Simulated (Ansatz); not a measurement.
Rows from a G0W0 calculation on Cs2HgSe2 (Pbam) (Ansatz 0.2.0; G0W0 on LDA, plane waves, PAW; PAW set soft_1; 2×2×2 mesh, 904 empty bands, screening to 100 eV, PAW set soft_1 files), in eV. Spin-orbit coupling is left out.

```
row                       k  band  start       Σx  Σc at the solution      Vxc
  A                       Γ    c2  7.547   -5.157              -3.267   -9.023
  B                       Γ    c1  6.661   -9.401              -3.033  -13.215
  C  (-0.500, 0.000, 0.000)    c1  7.300   -7.656              -3.147  -11.496
  D                       Γ    v2  4.809  -17.549               2.119  -14.700
  E                       Γ    v1  4.847  -17.719               2.125  -14.862
  F  (-0.500, 0.000, 0.000)    v1  4.874  -17.741               2.105  -14.912
```

Work out each quasiparticle level and how far it moved.

The quasiparticle equation reads E = start + Σx + Σc(E) − Vxc.

```
row  E (eV)  shift (eV)
  A   8.146      +0.599
  B   7.443      +0.782
  C   7.993      +0.692
  D   4.080      −0.729
  E   4.115      −0.732
  F   4.150      −0.724
```

Limits: not at the basis limit; no spin-orbit coupling; coarse k mesh.

[Paths, hosts, dates, memory and timing lines, banners, echoed tables and standing remarks are left out of the program output.]

[Logs are printed without paths, hosts, clocks, repeated set-up lines and the standing remarks that a program may print on its own settings, such as how far it seeks lower states.]

[Runs of the session that timed out or met a known fault of the program may be left out.]

[Cells called generated may have been cut or substituted from an entry of the Crystallography Open Database or the Materials Project.]

[Hosts, paths, dates, database ids (printed as entryN), source tags and the programs' standing remarks are cut or masked in the printed files.]
